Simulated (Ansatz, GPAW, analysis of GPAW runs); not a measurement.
# Hyperfine coupling of the neutral SiVN centre in diamond (PBE) (GPAW)

How near does this set-up come to the measured hyperfine coupling? Subject: neutral SiVN centre in diamond. Set-up: PBE, plane waves 500 eV, 64-site cell, measured lattice, k: the zone centre alone then 2x2x2 shifted, start relaxed with Ansatz. The model is a cell of 64 host atoms with 1 site emptied, Si put on another atom's site and N put on another atom's site. The isotropic coupling follows from the spin density at the nucleus, the nuclear g-factor and the total spin. The measured lattice removes the functional's error in the volume.

**The experiment.** Isotropic 14N coupling, printed as -3.586 MHz: -3.556 MHz, by X-band EPR (“Doubly-charged silicon vacancy center, photochromism, and Si-N complexes in co-doped diamond”, 2020, arxiv:2002.01712). The runs below try to reproduce this.

Program: GPAW 26.7.0. Level of theory: GPAW plane-wave PAW DFT, PBE; relaxation of all atoms of a defect supercell. Results are calculated unless marked as measured.

## (1) The starting structure

The cell holds 63 atoms: 61 C, 1 N and 1 Si. Cell: a = 7.133 Å, b = 7.133 Å, c = 7.133 Å, α = 90.0°, β = 90.0°, γ = 90.0°. It derives from C (space group Fd-3m). Nearest the centre at fractional (0.219, 0.219, 0.344): N4 at 1.04 Å, Si7 at 1.07 Å, C10 at 1.97 Å, C9 at 1.97 Å, C6 at 2.09 Å, C5 at 2.09 Å, C1 at 2.27 Å, C41 at 2.30 Å.

The host's primitive cell comes from a first run (GPAW plane-wave PAW DFT, PBE; relaxation of all atoms of a defect-free cell): vectors of 2.522, 2.522 and 2.522 Å. That is 5.67 Å³ an atom. The supercell is built on it.

This program's steps are dear, so the start below was first relaxed with Ansatz (plane-wave PAW DFT, PBE; 24 s).

## (2) Relaxation, charge 0

Every later number rests on the structure around the defect, so the atoms are relaxed at the host's lattice first.

run.py reads:

```python
import numpy as np
from ase.io import read, write
from ase.parallel import parprint, world
from gpaw import GPAW, PW
from ase.optimize import BFGS

atoms = read('POSCAR')
magmoms = np.zeros(len(atoms))
magmoms[[3, 6, 8, 9]] = 1 / 4
atoms.set_initial_magnetic_moments(magmoms)
calc = GPAW(mode=PW(500),
            xc='PBE',
            kpts={'size': (1, 1, 1), 'gamma': True},
            occupations={'name': 'fermi-dirac', 'width': 0.01, 'fixmagmom': True},
            nbands=135,
            convergence={'density': 1e-05, 'forces': 0.001},
            maxiter=150,
            symmetry='off',
            txt='gpaw.txt')
atoms.calc = calc
opt = BFGS(atoms, trajectory='relax.traj', logfile='-')
done = opt.run(fmax=0.02, steps=80)
parprint('Converged:', done)
energy = atoms.get_potential_energy()
forces = atoms.get_forces()
parprint(f'Energy: {energy:.6f} eV, largest force {np.linalg.norm(forces, axis=1).max():.4f} eV/A')
calc.write('gs.gpw')
write('final.xyz', atoms)
parprint('Moments:', atoms.get_magnetic_moments().round(3))
for s in range(calc.get_number_of_spins()):
    parprint('Levels (eV), spin', s, calc.get_eigenvalues(kpt=0, spin=s)[-16:].round(3))
```

POSCAR reads:

```
C  N  C  Si C 
 1.0000000000000000
     7.1334799999999996    0.0000000000000000    0.0000000000000000
     0.0000000000000000    7.1334799999999996    0.0000000000000000
     0.0000000000000000    0.0000000000000000    7.1334799999999996
 C   N   C   Si  C  
   3   1   2   1  56
Direct
  0.0020800112166422  0.0026175748990075  0.2552128325701988
  0.0049768850347531  0.2536916046089820  0.0052249207262978
  0.2531568835659652  0.0055114358488024  0.0052281289312222
  0.1212261757804164  0.1217627897933303  0.3905100419375291
  0.1250078524306553  0.3896945683555155  0.1245439625556598
  0.3891635325751064  0.1255440944371341  0.1245426390075632
  0.3220274540613958  0.3225577845106014  0.3113175635741220
  0.0003463227490822  0.0008797715238691  0.7534361068888845
 -0.0041314550627488  0.2471655283144525  0.5051666414788417
  0.2466280817009936 -0.0035981806598831  0.5051641173801454
  0.2498459639808011  0.2503811500677525  0.7513827152594638
  0.1269496773865949  0.1274857516315550  0.8785363219477482
  0.1204536975333319  0.3752821592682009  0.6273377152361564
  0.3747454501350437  0.1209889592230691  0.6273401610656664
  0.3748085516523964  0.3753449137635554  0.8736001924303471
 -0.0029227308192620  0.5051002180173108  0.2493503960214092
  0.0003686176647831  0.7532383467377625  0.0012363511885341
  0.2491854699071323  0.5055290514209226 -0.0030433589317413
  0.2502400545956352  0.7509324363460688  0.2498258948824703
  0.1197357344406359  0.6281131166917828  0.3754328457801105
  0.1276750633884864  0.8793303353444442  0.1280677355733986
  0.3769781780753889  0.6301019089720710  0.1182741025082047
  0.3737221507195287  0.8750600049476561  0.3737125474606093
 -0.0031284317504592  0.5005281340273177  0.7512196365538807
 -0.0031130863136550  0.7509753987067150  0.5012989147894263
  0.2347705057464574  0.5000159341501509  0.5010832901938914
  0.2488233094083473  0.7501574191571950  0.7498574582462415
  0.1238969981611768  0.6280211968863240  0.8729796031082709
  0.1229622841306414  0.8735912800028727  0.6273355917509136
  0.3713979651276851  0.6206994342817598  0.6201261774014414
  0.3757696282681453  0.8760304104480571  0.8745361841140962
  0.5045637852115962 -0.0023901213506019  0.2493549501680497
  0.5049975286841077  0.2497197896426836 -0.0030425372256317
  0.7527024621249665  0.0009043060523836  0.0012360495079217
  0.7503980085349942  0.2507735397784031  0.2498275523960387
  0.6275785420877578  0.1202719496239686  0.3754312802742332
  0.6295676564980854  0.3775119318975889  0.1182740941309917
  0.8787941226775454  0.1282121057711444  0.1280681227665943
  0.8745239587368958  0.3742622142140559  0.3737108038054418
  0.4999955786060016 -0.0025898722533942  0.7512222402765081
  0.4994833683626528  0.2353058697856610  0.5010793818191822
  0.7504390872013612 -0.0025783089841205  0.5013013532536094
  0.7496237052654401  0.2493559218251413  0.7498558387380410
  0.6274888813185892  0.1244312868593687  0.8729782060425563
  0.6201615325748836  0.3719322935585387  0.6201237858013153
  0.8730586370358188  0.1235009978366865  0.6273363269059239
  0.8754946142391427  0.3763029141360045  0.8745348410752278
  0.5009759678610891  0.5015103818347265  0.2344216807935196
  0.5006131678242017  0.7525852144255940 -0.0031863521288827
  0.7520515170217670  0.5011529315418263 -0.0031853650819897
  0.7493741486181413  0.7499142724563276  0.2494351942855290
  0.6211822958198322  0.6217169789441854  0.3706103689357962
  0.6273405917029065  0.8741522525721184  0.1234835799800674
  0.8736206822212923  0.6278765575058186  0.1234796906877172
  0.8744868781594716  0.8750235398605397  0.3759898562973892
  0.4977593594462832  0.4982966225136669  0.7466129714427202
  0.4971348281475390  0.7470435267524396  0.4977318842185819
  0.7465102193738986  0.4976717676305289  0.4977283586858248
  0.7489176815289079  0.7494525723625964  0.7492837458338448
  0.6242368364254425  0.6247705484849445  0.8715710478041352
  0.6234723475888253  0.8724588763032853  0.6238435865340115
  0.8719186199424337  0.6240060040552969  0.6238437034249446
  0.8754058256670282  0.8759380446382338  0.8755761129197812
```

The run is started by

```sh
> OMP_NUM_THREADS=1 mpirun -n 4 gpaw python run.py > stdout
```

The log of the run:

```text
__  _  _
 | _ |_)|_||  |
 |__||  | ||/\| - 26.7.0

Input parameters:
  mode=PW(ecut=500.0),
  convergence={'density': 1e-05, 'forces': 0.001},
  kpts=MonkhorstPack(size=(1, 1, 1), gamma=True),
  maxiter=150,
  nbands=135,
  occupations=Occupations(name='fermi-dirac', width=0.01, fixmagmom=True),
  symmetry=Symmetry(point_group=False, time_reversal=False),
  xc=XC(name='PBE')

Diagonalizing LCAO Hamiltonian
Converting LCAO to pw mode
     .-----------------.
    /|       C         |
   / |  C  C  C  C  C  |
  /  |C C  C   C C     |
 *   | C C  C   C C  C |
 |  C|C   C  C C   C  C|
 C   C C   C CC     C  |
 |   |C C     CCCC  C  |
 |   | C C C    CCC    |
 |  N.--SiC-CC-----C-C-.
 |  /C        C C     /
 C /     C       C   /
 |/                 /
 *----C--------C---*

Atoms  # Å, Bohr magnetons
|    | symbol |         x |         y |         z |    initial magnetic moments |
|----|--------|-----------|-----------|-----------|-----------------------------|
|  0 |      C |  0.014838 |  0.018672 |  1.820556 | ( 0.0000,  0.0000,  0.0000) |
|  1 |      C |  0.035503 |  1.809704 |  0.037272 | ( 0.0000,  0.0000,  0.0000) |
|  2 |      C |  1.805890 |  0.039316 |  0.037295 | ( 0.0000,  0.0000,  0.0000) |
|  3 |      N |  0.864765 |  0.868592 |  2.785696 | ( 0.0000,  0.0000,  0.2500) |
|  4 |      C |  0.891741 |  2.779878 |  0.888432 | ( 0.0000,  0.0000,  0.0000) |
|  5 |      C |  2.776090 |  0.895566 |  0.888422 | ( 0.0000,  0.0000,  0.0000) |
|  6 |     Si |  2.297176 |  2.300960 |  2.220778 | ( 0.0000,  0.0000,  0.2500) |
|  7 |      C |  0.002470 |  0.006276 |  5.374621 | ( 0.0000,  0.0000,  0.0000) |
|  8 |      C | -0.029472 |  1.763150 |  3.603596 | ( 0.0000,  0.0000,  0.2500) |
|  9 |      C |  1.759316 | -0.025668 |  3.603578 | ( 0.0000,  0.0000,  0.2500) |
| 10 |      C |  1.782271 |  1.786089 |  5.359974 | ( 0.0000,  0.0000,  0.0000) |
| 11 |      C |  0.905593 |  0.909417 |  6.267021 | ( 0.0000,  0.0000,  0.0000) |
| 12 |      C |  0.859254 |  2.677068 |  4.475101 | ( 0.0000,  0.0000,  0.0000) |
| 13 |      C |  2.673239 |  0.863072 |  4.475118 | ( 0.0000,  0.0000,  0.0000) |
| 14 |      C |  2.673689 |  2.677515 |  6.231810 | ( 0.0000,  0.0000,  0.0000) |
| 15 |      C | -0.020849 |  3.603122 |  1.778736 | ( 0.0000,  0.0000,  0.0000) |
| 16 |      C |  0.002630 |  5.373211 |  0.008819 | ( 0.0000,  0.0000,  0.0000) |
| 17 |      C |  1.777560 |  3.606181 | -0.021710 | ( 0.0000,  0.0000,  0.0000) |
[...]
Unit cell  # Å
| periodic |        x |        y |        z |  lengths |    angles |
|----------|----------|----------|----------|----------|-----------|
|      yes | 7.133480 | 0.000000 | 0.000000 | 7.133480 | 90.000000 |
|      yes | 0.000000 | 7.133480 | 0.000000 | 7.133480 | 90.000000 |
|      yes | 0.000000 | 0.000000 | 7.133480 | 7.133480 | 90.000000 |

Number of symmetries: 1
Symmetry operations  # r_c * U_cc + t_c -> r_c
|   | kind |            matrix            |
|---|------|------------------------------|
| 0 |  E   |  1, 0, 0,  0, 1, 0,  0, 0, 1 |

BZ-sampling:
  Number of BZ points: 1
  Number of IBZ points: 1

  Monkhorst-Pack size: [1, 1, 1]
  Monkhorst-Pack shift: [0, 0, 0]

K-points  # in reciprocal-cell coordinates
|   |                                coordinates |     weight |
|---|--------------------------------------------|------------|
| 0 | (  0.00000000,   0.00000000,   0.00000000) | 1.00000000 |

Plane wave coefficients: 4586
Cutoff: 500.0 eV

Spin-components: 2 (collinear spins)
Bands:           135
Projectors:      315
Spin-degeneracy: 1
Datatype:        float64

Density:
  Valence electrons: 253.0
  Components: 2
  Grid points: [40 40 40]
  Charge: 0.0  # |e|

Potential:
  Grid points: [40 40 40]

species:
  C:
    name:    Carbon
    Z:       6.0
    valence: 4
    core:    2
    charge:  0.0  # [|e|]
    compensation charges:
      type: gauss
      rc: 0.20  # [Å]
      lmax: 2
    cutoffs:
      filter: 1.14  # [Å]
      core: 1.14  # [Å]
    projectors
    | kind |    occ | energy [eV] | rcut [Å] |
    |------|--------|-------------|----------|
    |   2s |  2.000 |     -13.751 |    0.635 |
    |   2p |  2.000 |      -5.284 |    0.635 |
    |    s |        |      13.461 |    0.635 |
    |    p |        |      21.927 |    0.635 |
    |    d |        |       0.000 |    0.635 |

    Using partial waves for C as LCAO basis

  N:
    name:    Nitrogen
    Z:       7.0
    valence: 5
    core:    2
    charge:  0.0  # [|e|]
    compensation charges:
      type: gauss
      rc: 0.18  # [Å]
      lmax: 2
    cutoffs:
      filter: 1.11  # [Å]
      core: 0.96  # [Å]
    projectors
    | kind |    occ | energy [eV] | rcut [Å] |
    |------|--------|-------------|----------|
    |   2s |  2.000 |     -18.583 |    0.603 |
    |   2p |  3.000 |      -7.089 |    0.529 |
    |    s |        |       8.629 |    0.603 |
    |    p |        |      20.123 |    0.529 |
    |    d |        |       0.000 |    0.577 |

    Using partial waves for N as LCAO basis

  Si:
    name:    Silicon
    Z:       14.0
    valence: 4
    core:    10
    charge:  0.0  # [|e|]
    compensation charges:
      type: gauss
      rc: 0.33  # [Å]
      lmax: 2
    cutoffs:
      filter: 1.86  # [Å]
      core: 2.06  # [Å]
    projectors
    | kind |    occ | energy [eV] | rcut [Å] |
    |------|--------|-------------|----------|
    |   3s |  2.000 |     -10.812 |    1.058 |
    |   3p |  2.000 |      -4.081 |    1.058 |
    |    s |        |      16.399 |    1.058 |
    |    p |        |      23.130 |    1.058 |
    |    d |        |       0.000 |    1.058 |

    Using partial waves for Si as LCAO basis

Reference energy: -72053.380799  # eV

eigensolver:
  PPCG
  Converge bands: occupied
  niter=2

density mixing:
  MSR1-Mixer
  Pratt-step length: 0.05
  Maximum mixing coefficient: 0.75
  Old densities: 10
  SVD Regularization: 0.005
  Good broyden scale: 1.0
  Trust region scale: 1.0
  Backstep threshold: 4.0
  History deletion threshold: 6.0
  Fourier metric: weight=20.0, sigma=0.015

occupation numbers:
  Fixed magnetic moment: 1.000
  Fermi-Dirac:
    width: 0.0100  # eV

poisson solver:
  ecut: 4000.0  # eV

xc functional:
  name: PBE with 2 nearest neighbor stencil

Initialization done in: 10.044 s

convergence criteria:
- Maximum integral of absolute [dens]ity change: 1e-05 electrons / valence electron
- Maximum change in the atomic [forces] across last 2 cycles: 0.001 eV/Ang OR
Maximum error relative to the maximum force is below inf
- Maximum [total energy] change in last 3 cyles: 0.0005 eV / valence electron
[...]
Unit cell  # Å
| periodic |        x |        y |        z |  lengths |    angles |
|----------|----------|----------|----------|----------|-----------|
|      yes | 7.133480 | 0.000000 | 0.000000 | 7.133480 | 90.000000 |
|      yes | 0.000000 | 7.133480 | 0.000000 | 7.133480 | 90.000000 |
|      yes | 0.000000 | 0.000000 | 7.133480 | 7.133480 | 90.000000 |

Initialization done in: 1.209 s

convergence criteria:
- Maximum integral of absolute [dens]ity change: 1e-05 electrons / valence electron
- Maximum change in the atomic [forces] across last 2 cycles: 0.001 eV/Ang OR
Maximum error relative to the maximum force is below inf
- Maximum [total energy] change in last 3 cyles: 0.0005 eV / valence electron
- Maximum integral of absolute [eigenst]ate change: 4e-08 eV^2 / valence electron
maximum number of iterations: 150

SCF iterations
|iter     | |      energy | eigst |  dens |force |  magmom |
|---------|-|-------------|-------|-------|------|---------|
|iter:   1| | -556.951684c| -4.98 |       |      |  +0.9999|
|iter:   2| | -556.951633c| -6.71 | -3.81 |      |  +0.9999|
|iter:   3| | -556.951510c| -5.60 | -3.88 |      |  +0.9999|
|iter:   4| | -556.951502c| -6.87 | -4.21 |      |  +1.0000|
|iter:   5| | -556.951500c| -7.55c| -4.51 |      |  +1.0000|
|iter:   6| | -556.951500c| -7.75c| -4.84 |      |  +1.0000|
|iter:   7| | -556.951500c| -8.18c| -5.27c|-1.26 |  +1.0000|
|iter:   8| | -556.951500c| -8.79c| -5.70c|-3.37c|  +1.0000|

Converged in 8 steps
SCF loop duration: 14.587 s (1.823 s/step)
Energy contributions relative to reference atoms: (reference = -72053.380799)

Energy contributions:
  Kinetic:         538.646663
  Coulomb:        -490.866238
  Zero:              0.576897
  External:          0.000000
  Xc:             -605.308822
  Entropy:          -0.000000
  Spinorbit:         0.000000
  ----------------------------
  Free energy:    -556.951500
  Extrapolated:   -556.951500

dipole moment: (-1.174471, -0.244062, -0.183121)  # |e|*Ang

Total magnetic moment: (0.000000, 0.000000, 0.999999)

Local magnetic moments
|        x |        y |        z |
|----------|----------|----------|
[...]
Fermi levels: 14.351, 12.964
Eigenvalues  # (at kpt = [0.000, 0.000, 0.000])
| band index |      eig [eV] | occ [0-1] |      eig [eV] | occ [0-1] |
|------------|---------------|-----------|---------------|-----------|
[...]
|        ... |               |           |               |           |
[...]
Gap: 2.672 eV
Transition (v -> c):
  (s=1, k=0, n=126, [0.00, 0.00, 0.00]) -> (s=0, k=0, n=127, [0.00, 0.00, 0.00])
No difference between direct/indirect transitions

Forces  # eV/Ang
|        x |        y |        z |
|----------|----------|----------|
[...]
.-----------------.
    /|       C         |
   / |  C  C  C  C  C  |
  /  |C C  C   C C     |
 *   | C C  C   C C  C |
 |  C|C   C  C C   C  C|
 C   C C   C CC     C  |
 |   |C C     CCCC  C  |
 |   | C C C    CCC    |
 |  N.--SiC-CC-----C-C-.
 |  /C        C C     /
 C /     C       C   /
 |/                 /
 *----C--------C---*

Atoms  # Å, Bohr magnetons
|    | symbol |         x |         y |         z |    initial magnetic moments |
|----|--------|-----------|-----------|-----------|-----------------------------|
[...]
|  3 |      N |  0.866468 |  0.870283 |  2.784026 | ( 0.0000,  0.0000,  0.0007) |
[...]
|  6 |     Si |  2.296862 |  2.300672 |  2.221049 | ( 0.0000,  0.0000,  0.0233) |
[...]
| 55 |      C |  3.550808 |  3.554619 |  5.325968 | ( 0.0000,  0.0000,  0.0038) |
| 56 |      C |  3.546415 |  5.329009 |  3.550539 | ( 0.0000,  0.0000,  0.0012) |
| 57 |      C |  5.325185 |  3.550232 |  3.550532 | ( 0.0000,  0.0000,  0.0012) |
| 58 |      C |  5.342434 |  5.346248 |  5.345056 | ( 0.0000,  0.0000,  0.0028) |
| 59 |      C |  4.452937 |  4.456750 |  6.217355 | ( 0.0000,  0.0000,  0.0026) |
| 60 |      C |  4.447485 |  6.223671 |  4.450161 | ( 0.0000,  0.0000,  0.0024) |
| 61 |      C |  6.219851 |  4.451298 |  4.450153 | ( 0.0000,  0.0000,  0.0024) |
| 62 |      C |  6.244629 |  6.248439 |  6.245821 | ( 0.0000,  0.0000,  0.0030) |

Unit cell  # Å
| periodic |        x |        y |        z |  lengths |    angles |
|----------|----------|----------|----------|----------|-----------|
|      yes | 7.133480 | 0.000000 | 0.000000 | 7.133480 | 90.000000 |
|      yes | 0.000000 | 7.133480 | 0.000000 | 7.133480 | 90.000000 |
|      yes | 0.000000 | 0.000000 | 7.133480 | 7.133480 | 90.000000 |

Initialization done in: 1.201 s

convergence criteria:
- Maximum integral of absolute [dens]ity change: 1e-05 electrons / valence electron
- Maximum change in the atomic [forces] across last 2 cycles: 0.001 eV/Ang OR
Maximum error relative to the maximum force is below inf
- Maximum [total energy] change in last 3 cyles: 0.0005 eV / valence electron
- Maximum integral of absolute [eigenst]ate change: 4e-08 eV^2 / valence electron
maximum number of iterations: 150

SCF iterations
|iter     | |      energy | eigst |  dens |force |  magmom |
|---------|-|-------------|-------|-------|------|---------|
|iter:   1| | -556.951831c| -5.04 |       |      |  +1.0000|
|iter:   2| | -556.951778c| -6.76 | -3.79 |      |  +1.0000|
|iter:   3| | -556.951657c| -5.62 | -3.85 |      |  +1.0000|
|iter:   4| | -556.951650c| -6.90 | -4.24 |      |  +1.0000|
|iter:   5| | -556.951649c| -7.65c| -4.52 |      |  +1.0000|
|iter:   6| | -556.951649c| -7.84c| -4.86 |      |  +1.0000|
|iter:   7| | -556.951649c| -8.28c| -5.30c|-1.37 |  +1.0000|
|iter:   8| | -556.951649c| -8.86c| -5.75c|-3.43c|  +1.0000|

Converged in 8 steps
SCF loop duration: 14.559 s (1.820 s/step)
Energy contributions relative to reference atoms: (reference = -72053.380799)

Energy contributions:
  Kinetic:         538.638835
  Coulomb:        -490.861805
  Zero:              0.577022
  External:          0.000000
  Xc:             -605.305700
  Entropy:          -0.000000
  Spinorbit:         0.000000
  ----------------------------
  Free energy:    -556.951649
  Extrapolated:   -556.951649

dipole moment: (-1.199356, -0.269766, -0.197189)  # |e|*Ang

Total magnetic moment: (0.000000, 0.000000, 1.000000)

Local magnetic moments
|        x |        y |        z |
|----------|----------|----------|
[...]
Fermi levels: 14.351, 12.964
Eigenvalues  # (at kpt = [0.000, 0.000, 0.000])
| band index |      eig [eV] | occ [0-1] |      eig [eV] | occ [0-1] |
|------------|---------------|-----------|---------------|-----------|
[...]
|        ... |               |           |               |           |
[...]
|        127 |        15.946 |     0.000 |        15.963 |     0.000 |
|        128 |        16.401 |     0.000 |        16.414 |     0.000 |
|        129 |        16.409 |     0.000 |        16.419 |     0.000 |
|        130 |        16.508 |     0.000 |        16.517 |     0.000 |
|        131 |        16.577 |     0.000 |        16.590 |     0.000 |
|        132 |        16.586 |     0.000 |        16.604 |     0.000 |
|        133 |        16.683 |     0.000 |        16.731 |     0.000 |
|        134 |        16.806 |     0.000 |        16.830 |     0.000 |

Gap: 2.665 eV
Transition (v -> c):
  (s=1, k=0, n=126, [0.00, 0.00, 0.00]) -> (s=0, k=0, n=127, [0.00, 0.00, 0.00])
No difference between direct/indirect transitions

Forces  # eV/Ang
|        x |        y |        z |
|----------|----------|----------|
[...]
|  0.00033 |  0.00032 |  0.00206 |  # C   55
|  0.00355 | -0.00174 |  0.00230 |  # C   56
| -0.00139 |  0.00342 |  0.00231 |  # C   57
| -0.00016 | -0.00033 | -0.00117 |  # C   58
|  0.00068 |  0.00050 |  0.00063 |  # C   59
|  0.00131 |  0.00059 |  0.00049 |  # C   60
|  0.00061 |  0.00115 |  0.00068 |  # C   61
|  0.00032 |  0.00019 |  0.00031 |  # C   62

# Writing to gs.gpw (mode='')
```

Wall time 72 s (4 MPI ranks of Arm Neoverse V1, shared host); peak memory 1.5 GiB; 4.8 min of CPU time.

(Part 1 of 2 ends here.)

[Logs are printed without paths, hosts, clocks, repeated set-up lines and the standing remarks that a program may print on its own settings, such as how far it seeks lower states.]

[Hosts, paths, dates, database ids (printed as entryN), source tags and the programs' standing remarks are cut or masked in the printed files.]

[For some hosts the program warned that the k-mesh of the response run may be too coarse for force constants and the static dielectric constant; such warnings are not shown here.]
